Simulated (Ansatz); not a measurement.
**A convergence test on PbO (Massicot): wavefunction cutoff**

Aim: see how gap, energy and time of PbO (Massicot) follow the wavefunction cutoff.

Main program and level: Ansatz 0.2.0; DFT, r2SCAN, plane waves, PAW; PAW set soft_1.

### 1. The starting structure

The structure is orthorhombic, space group Pbcm (No. 57). Conventional cell: a = 5.893 Å, b = 5.490 Å, c = 4.753 Å, α = 90.00°, β = 90.00°, γ = 90.00°. Nearest to Pb lie 4 O at 2.22 to 2.48 Å. Nearest to O lie 4 Pb at 2.22 to 2.48 Å. Farther neighbours and most contacts between anions are not listed.

The cell and positions come from the Crystallography Open Database and are kept as given unless a step says otherwise. Spin-orbit coupling is left out unless a step names it.

### 2. Wavefunction cutoff: 220 eV

The input, input.yaml:

```yaml
crystal:
  lattice:
    - [5.8931, 0.0, 0.0]
    - [0.0, 5.4904, 0.0]
    - [0.0, 0.0, 4.7528]
  atoms:
    - { symbol: Pb, position: [0.2297, 0.9884, 0.25] }
    - { symbol: Pb, position: [0.7703, 0.0116, 0.75] }
    - { symbol: Pb, position: [0.2297, 0.5116, 0.75] }
    - { symbol: Pb, position: [0.7703, 0.4884, 0.25] }
    - { symbol: O, position: [0.8653, 0.0917, 0.25] }
    - { symbol: O, position: [0.1347, 0.9083, 0.75] }
    - { symbol: O, position: [0.8653, 0.4083, 0.75] }
    - { symbol: O, position: [0.1347, 0.5917, 0.25] }
kpoints:
  mp_grid: { grid: [4, 4, 6] }
  band_path:
    path:
      - [0.0, 0.0, 0.0]
      - [0.5, 0.0, 0.0]
      - [0.5, 0.5, 0.0]
      - [0.0, 0.5, 0.0]
      - [0.0, 0.0, 0.5]
      - [0.5, 0.0, 0.5]
      - [0.5, 0.5, 0.5]
      - [0.0, 0.5, 0.5]
      - [0.5, 0.5, 0.35]
    npoints: 1
hamiltonian:
  xc: r2scan
  pseudopotentials: { kind: paw, azcp: { folder: soft_1 } }
scf:
  occupations: { method: fermi_dirac, width: 0.02 }
  n_extra_bands: 6
  max_iter: 80
output:
  eigenvalues: true
basis:
  ecutwfc: 220.0
```

Started as:

```console
> ansatz run input.yaml --threads 24 --pin off --max-ram 82944MiB --backend cuda --events-out ev --progress --plain --runs-dir out --devices 1 --max-vram 78GiB
```

Numbers of over 12 decimals in the logs are rounded to 6 here.

What it wrote:

```text
Warning: basis.ecutwfc = 220 eV is below the records' recommended 500 eV, and the density's cutoff is lower with it unless basis.ecutrho_ratio is high enough to keep the records' density cutoff: compare with a run at a higher cutoff
scf.n_extra_bands = 6 over 40 filled bands (N_el = 80.0): the run solves 46 bands
GPUs: using 1 of 1 available (devices: 1).
Engine: ansatz 0.2.0, aarch64-unknown-linux-gnu
Pseudopotentials: kind: paw
Pseudopotential: Pb, paw, valence charge 14, recommended cutoff 500 eV (meta_gga), soft_1/Pb.paw.azcp
Pseudopotential: O, paw, valence charge 6, recommended cutoff 500 eV (meta_gga), soft_1/O.paw.azcp
Functional definition: r2SCAN
  parameter k0 = 0.174
  parameter k1 = 0.065
  parameter a1 = 4.9479
  exchange = r2scan_x(k0 = k0, k1 = k1, a1 = a1)
  correlation = r2scan_c
concurrent solve slots: 18 of 24 are kept, ahead of what memory takes: no pass of the eigensolver takes more rounds on 18
device memory: the entry about to start is reckoned to put 10.0 GiB on a device that reports 150.1 GiB free (of which the cap on the GPU budget leaves the run 78.0 GiB)
GPU FFT provider: cuFFT
GPU libraries: cuBLAS 13.8.1, cuFFT 12.4.0, cuSOLVER 12.3.2
GPU matrix products: emulated (plane waves: as basis.precision tells), large ones in fixed point in workspaces of 1.00 GiB
Crystal: 8 atoms, lattice volume = 153.779 Å³
Basis set: ecut = 220 eV, 1133 PW (Γ), exchange–correlation on 120×108×96 points (64 copies of the dense FFT grid, shifted against one another)
Bands: 46, of which v1, the nominal top of the filled ones, is band 40 counted from 1 (39 counted from 0)
Symmetry: 8 space group operations
Space group: Pbcm (ITA 57), of the structure as read, at distance tolerance 5.4e-5 Å
k-points: 36 of 96
Non-local potential: Pb, projectors of the file, l = 0: 2, l = 1: 2, l = 2: 2, l = 3: 1
Non-local potential: O, projectors of the file, l = 0: 2, l = 1: 2, l = 2: 1
PAW form: soft (Blöchl's): semilocal exchange-correlation on the pseudo side does not see the compensation charge
PAW frozen core: Pb, regenerated for the run's functional (the file was generated under x = pbe(κ = 0.804, μ = 0.219515), c = pbe(β = 0.066725))
PAW frozen core: O, regenerated for the run's functional (the file was generated under x = pbe(κ = 0.804, μ = 0.219515), c = pbe(β = 0.066725))
PAW one-centre angular grid: Pb, 590 points (default); XC on 160 Gauss nodes
PAW one-centre angular grid: O, 302 points (default); XC on 160 Gauss nodes
Initial density: superposition of atomic densities (chi_scale 0.1, normalization cell, long waves kept (reshape's long-wave potential 0.22 eV rms))
Initial wavefunctions: pseudopotential atomic-orbital guess
GPU buffer pool allocated for 19440 grid points (all kernels)
GPU transforms: local potential and band sums: pruned to the plane-wave sphere, on 30×27×24
Functional: x = r2scan, c = r2scan; τ floored in thin density (d = 2e-4 eV/Å³)
SCF iter   1: F=—  HF=-49943.381977 eV  |F-HF|=—  |Δ(HF+E_count)|=         —  Δρ=6.89e-2  dr2=3.08e0  dr2_τ=5.09e-1  ethr=3.10e-3  ⟨swp⟩=7.1  Hψ=6553  notcnv=0
preconditioner: auto → Resta (q_TF=auto, 2.447 Å⁻¹)  ε∞=3.8  [insulator: Δε(μ)=2.373 eV  Ē_g=15.922 eV  σ=0.020 eV  W_gap=1.00  n_scr=34 (ndim 8)  ℏωp=26.8 eV  f_vac=0.000  D(μ)=0.00/eV (n_scr^D=0)  ε∞_Penn≈3.8]
SCF iter   2: F=—  HF=-49943.659765 eV  |F-HF|=—  |Δ(HF+E_count)|=   2.78e-1  Δρ=3.67e-2  dr2=1.11e0  dr2_τ=1.03e-1  ethr=3.10e-3  ⟨swp⟩=2.6  Hψ=2796  notcnv=0  defer=62
SCF iter   3: F=—  HF=-49943.672463 eV  |F-HF|=—  |Δ(HF+E_count)|=   1.27e-2  Δρ=1.50e-2  dr2=2.49e-1  dr2_τ=4.45e-2  ethr=1.39e-3  ⟨swp⟩=2.7  Hψ=2736  notcnv=0  defer=62
SCF iter   4: F=—  HF=-49943.631019 eV  |F-HF|=—  |Δ(HF+E_count)|=   4.14e-2  Δρ=2.14e-3  dr2=7.69e-3  dr2_τ=5.53e-4  ethr=3.12e-4  ⟨swp⟩=2.2  Hψ=2525  notcnv=0  defer=62
SCF iter   5: F=—  HF=-49943.634107 eV  |F-HF|=—  |Δ(HF+E_count)|=   3.09e-3  Δρ=6.24e-4  dr2=5.44e-4  dr2_τ=3.96e-5  ethr=9.61e-6  ⟨swp⟩=2.7  Hψ=2997  notcnv=0  defer=62
SCF iter   6: F=—  HF=-49943.634663 eV  |F-HF|=—  |Δ(HF+E_count)|=   5.55e-4  Δρ=1.21e-4  dr2=2.16e-5  dr2_τ=1.06e-6  ethr=6.80e-7  ⟨swp⟩=3.0  Hψ=3034  notcnv=0  defer=62
SCF iter   7: F=—  HF=-49943.634932 eV  |F-HF|=—  |Δ(HF+E_count)|=   2.69e-4  Δρ=1.87e-5  dr2=4.83e-7  dr2_τ=2.69e-8  ethr=2.70e-8  ⟨swp⟩=2.0  Hψ=2167  notcnv=0  defer=62
SCF iter   8: F=-49943.634932 eV  HF=-49943.634932 eV  |F-HF|=6.11e-9  |Δ(HF+E_count)|=   4.74e-7  Δρ=4.78e-6  dr2=3.43e-8  dr2_τ=2.05e-9  ethr=1.25e-10  ⟨swp⟩=9.6  Hψ=5300  notcnv=0
SCF 1 converged in 8 iterations: F = -49943.634932 eV  dr2 = 3.43e-8
[...]
device memory: the entry about to start is reckoned to put 4.9 GiB on a device that reports 150.1 GiB free (of which the cap on the GPU budget leaves the run 78.0 GiB)
NSCF: frozen V_eff on 9 k-points
SCF converged after 8 iterations
Free energy (F): -49943.634932 eV
Harris-Foulkes:  -49943.634932 eV  (|F-HF|=6.11e-9)
Internal energy: -49943.634932 eV  (E = F + TS)
E sigma→0 (E₀):  -49943.634932 eV
Fermi energy:    9.519622 eV
--- Per-component energies (eV) ---
  E_band       = -237.459031
  E_kinetic    = 1939.437238
  E_local      = -5920.983538  (includes V_loc(G=0)·N_el)
  E_nonlocal   = 1338.422606
  E_hartree    = 2310.751854
  E_xc         = -1083.979740
  E_vxc        = -1051.552559  (∫ρ·V_xc dr)
  E_paw        = -42295.500412  (= ΣΔE_a)
  E_vpaw       = -1237.233842  (= ΣTr[D̂ρ^β])
  E_aug_tail   = 0.022413  (compensation charges beyond the density's cutoff)
  E_vtau       = 72.931231  (kinetic-family band-sum trace: ∫τ·v_τ [+ j·A + Jᵃ·Aᵃ] dr)
  E_ewald      = -6235.538797
  E_core_change = 3.733443  (= ΣΔE_core)
  E_smearing   = -0.000000  (= −TS)
  E_closure    = -0.000000  (closes the sum)
  Σ components = -49943.634932   (vs F -49943.634932, Δ=0.00e0)
--- Band table (eV; the first three rows and the last of 36) ---
  k-point 0: bands = [... 36 lower, 6.9548, 6.9743, 7.8272, 8.3046, 12.0707, 12.6817, 13.2568, 14.2164, ... 2 higher]
  k-point 1: bands = [... 36 lower, 6.8302, 7.3735, 7.6250, 8.2295, 12.0788, 12.8288, 13.1244, 14.0921, ... 2 higher]
  k-point 2: bands = [... 36 lower, 7.2091, 7.3025, 7.6927, 8.2000, 12.3373, 13.1579, 13.4031, 13.5161, ... 2 higher]
  k-point 35: bands = [... 36 lower, 7.7034, 7.7034, 7.7034, 7.7034, 11.1409, 11.1409, 11.1409, 11.1409, ... 2 higher]
```

It took 1.5 s on 1 × NVIDIA GB200 (shared by 2 runs) with 24 threads of Arm Neoverse V2, shared host; peak memory 1 GiB; 4.8 s of CPU time.

Numbers from this step:

* gap: 2.441 eV
* valence top at: Γ
* conduction bottom at: k = (0.500, 0.500, 0.350)
* least direct gap: 2.793 eV

The gap is indirect, with the least direct gap 0.35 eV higher.

### 3. Wavefunction cutoff: 350 eV

Edit input.yaml of step 2 so:

```diff
@@ -32,3 +32,3 @@
 scf:
-  occupations: { method: fermi_dirac, width: 0.02 }
+  occupations: { method: fixed }
   n_extra_bands: 6
@@ -38,2 +38,2 @@
 basis:
-  ecutwfc: 220.0
+  ecutwfc: 350.0
```

What it wrote:

```text
[...]
GPUs: using 1 of 1 available (devices: 1).
[...]
GPU FFT provider: cuFFT
GPU libraries: cuBLAS 13.8.1, cuFFT 12.4.0, cuSOLVER 12.3.2
[...]
Crystal: 8 atoms, lattice volume = 153.779 Å³
Basis set: ecut = 350 eV, 2275 PW (Γ), exchange–correlation on 144×144×120 points (64 copies of the dense FFT grid, shifted against one another)
[...]
--- Band table (eV; the first three rows and the last of 36) ---
  k-point 0: bands = [... 36 lower, 6.8511, 6.8900, 7.7832, 8.1644, 11.9484, 12.5352, 13.1853, 14.0116, ... 2 higher]
  k-point 1: bands = [... 36 lower, 6.8235, 7.3052, 7.5831, 8.1576, 12.0154, 12.7202, 13.0508, 13.9568, ... 2 higher]
  k-point 2: bands = [... 36 lower, 7.1502, 7.2009, 7.6431, 8.1269, 12.2619, 13.0602, 13.2640, 13.4127, ... 2 higher]
  k-point 35: bands = [... 36 lower, 7.6181, 7.6181, 7.6181, 7.6181, 11.0721, 11.0721, 11.0721, 11.0721, ... 2 higher]
[key lines of the parts left out:]
SCF converged after 8 iterations
Free energy (F): -49965.234607 eV
Fermi energy:    8.164378 eV
```

Wall time 1.3 s (1 × NVIDIA GB200 (shared by 2 runs) with 24 threads); peak memory 1 GiB.

Numbers from this step:

```yaml
gap: 2.508 eV
valence_top_at: Γ
conduction_bottom_at: k = (0.500, 0.500, 0.350)
least_direct_gap: 2.798 eV
```

The gap is 2.508 eV, +0.067 eV from the run before at this level.

### 4. Wavefunction cutoff: 500 eV (the default)

input.yaml, the sections that differ from step 3:

```yaml
kpoints:
  mp_grid: { grid: [4, 4, 6] }
  band_path:
    path:
      - [[0.0, 0.0, 0.0], [0.5, 0.0, 0.0], [0.5, 0.5, 0.0], [0.0, 0.5, 0.0], [0.0, 0.0, 0.0], [0.0, 0.0, 0.5], [0.5, 0.0, 0.5], [0.5, 0.5, 0.5], [0.0, 0.5, 0.5], [0.0, 0.0, 0.5]]
      - [[0.5, 0.0, 0.0], [0.5, 0.0, 0.5]]
      - [[0.0, 0.5, 0.0], [0.0, 0.5, 0.5]]
      - [[0.5, 0.5, 0.0], [0.5, 0.5, 0.5]]
    npoints: 10
scf:
  occupations: { method: fermi_dirac, width: 0.02 }
  n_extra_bands: 6
# crystal, hamiltonian, output: as in step 3
# basis: removed
```

What it wrote:

```text
[...]
GPUs: using 1 of 1 available (devices: 1).
[...]
GPU FFT provider: cuFFT
GPU libraries: cuBLAS 13.8.1, cuFFT 12.4.0, cuSOLVER 12.3.2
[...]
Crystal: 8 atoms, lattice volume = 153.779 Å³
Basis set: ecut = 500 eV, 3869 PW (Γ), exchange–correlation on 180×180×144 points (64 copies of the dense FFT grid, shifted against one another)
[...]
--- Band table (eV; the first three rows and the last of 36) ---
  k-point 0: bands = [... 36 lower, 6.8545, 6.8904, 7.7827, 8.1634, 11.9479, 12.5363, 13.1837, 14.0113, ... 2 higher]
  k-point 1: bands = [... 36 lower, 6.8232, 7.3083, 7.5831, 8.1574, 12.0156, 12.7209, 13.0503, 13.9563, ... 2 higher]
  k-point 2: bands = [... 36 lower, 7.1502, 7.2018, 7.6454, 8.1264, 12.2618, 13.0593, 13.2641, 13.4119, ... 2 higher]
  k-point 35: bands = [... 36 lower, 7.6189, 7.6189, 7.6189, 7.6189, 11.0736, 11.0736, 11.0736, 11.0736, ... 2 higher]
[key lines of the parts left out:]
SCF converged after 8 iterations
Free energy (F): -49965.434695 eV
Fermi energy:    9.423879 eV
```

It took 3.1 s on 1 × NVIDIA GB200 (shared by 2 runs) with 24 threads; peak memory 1.1 GiB; 25 s of CPU time.

This step gave:

| Quantity | Value |
| --- | --- |
| gap | 2.510 eV |
| valence top at | Γ |
| conduction bottom at | k = (0.500, 0.500, 0.350) |
| least direct gap | 2.798 eV |

The gap is 2.510 eV, +0.002 eV from the run before at this level.

### 5. Wavefunction cutoff: 750 eV

input.yaml, the sections that differ from step 4:

```yaml
kpoints:
  mp_grid: { grid: [4, 4, 6] }
  band_path:
    path:
      - [0.0, 0.0, 0.0]
      - [0.5, 0.0, 0.0]
      - [0.5, 0.5, 0.0]
      - [0.0, 0.5, 0.0]
      - [0.0, 0.0, 0.5]
      - [0.5, 0.0, 0.5]
      - [0.5, 0.5, 0.5]
      - [0.0, 0.5, 0.5]
      - [0.5, 0.5, 0.35]
    npoints: 1
scf:
  occupations: { method: fixed }
  n_extra_bands: 6
  max_iter: 80
basis:
  ecutwfc: 750.0
# crystal, hamiltonian, output: as in step 4
```

What it wrote:

```text
[...]
GPUs: using 1 of 1 available (devices: 1).
[...]
GPU FFT provider: cuFFT
GPU libraries: cuBLAS 13.8.1, cuFFT 12.4.0, cuSOLVER 12.3.2
[...]
Crystal: 8 atoms, lattice volume = 153.779 Å³
Basis set: ecut = 750 eV, 7147 PW (Γ), exchange–correlation on 216×200×180 points (64 copies of the dense FFT grid, shifted against one another)
[...]
--- Band table (eV; the first three rows and the last of 36) ---
  k-point 0: bands = [... 36 lower, 6.8548, 6.8902, 7.7826, 8.1632, 11.9474, 12.5357, 13.1831, 14.0106, ... 2 higher]
  k-point 1: bands = [... 36 lower, 6.8230, 7.3085, 7.5830, 8.1571, 12.0150, 12.7203, 13.0498, 13.9558, ... 2 higher]
  k-point 2: bands = [... 36 lower, 7.1501, 7.2016, 7.6454, 8.1261, 12.2613, 13.0588, 13.2634, 13.4114, ... 2 higher]
  k-point 35: bands = [... 36 lower, 7.6188, 7.6188, 7.6188, 7.6188, 11.0731, 11.0731, 11.0731, 11.0731, ... 2 higher]
[key lines of the parts left out:]
SCF converged after 8 iterations
Free energy (F): -49965.452861 eV
Fermi energy:    8.163181 eV
```

The job ended after 2.1 s (1 × NVIDIA GB200 (shared by 2 runs) with 24 threads; peak memory 1.3 GiB).

Numbers from this step:

* gap: 2.510 eV
* valence top at: Γ
* conduction bottom at: k = (0.500, 0.500, 0.350)
* least direct gap: 2.798 eV

The gap is 2.510 eV, as in the run before at this level.

### 6. The series

Differences are against the last row; a negative gap means that bands overlap, and a run with a band path holds that path's time. Times are wall times on 1 × NVIDIA GB200 (shared by 2 runs) with 24 threads of Arm Neoverse V2, shared host, good to a factor of about two.

| wavefunction cutoff | gap (eV) | direct gap (eV) | gap error (eV) | energy error (meV/atom) | irreducible k | time |
| --- | --- | --- | --- | --- | --- | --- |
| 220 eV | 2.441 | 2.793 | −0.069 | +2727.2 | 36 | 1.5 s |
| 350 eV | 2.508 | 2.798 | −0.002 | +27.3 | 36 | 1.3 s |
| 500 eV | 2.510 | 2.798 | +0.0002 | +2.3 | 36 | 3.1 s |
| 750 eV | 2.510 | 2.798 | +0.000 | +0.0 | 36 | 2.1 s |

### 7. Outcome

```
220 eV : 2.441 eV
350 eV : 2.508 eV
500 eV : 2.510 eV
750 eV : 2.510 eV
```

The gap holds to 0.02 eV from 350 eV on. At 220 eV the gap is off by −0.069 eV and the energy by +2727 meV/atom.

[Paths, hosts, dates, memory and timing lines, banners, echoed tables and standing remarks are left out of the program output.]

[Logs are printed without paths, hosts, clocks, repeated set-up lines and the standing remarks that a program may print on its own settings, such as how far it seeks lower states.]

[Runs of the session that timed out or met a known fault of the program may be left out.]

[Cells called generated may have been cut or substituted from an entry of the Crystallography Open Database or the Materials Project.]

[Hosts, paths, dates, database ids (printed as entryN), source tags and the programs' standing remarks are cut or masked in the printed files.]
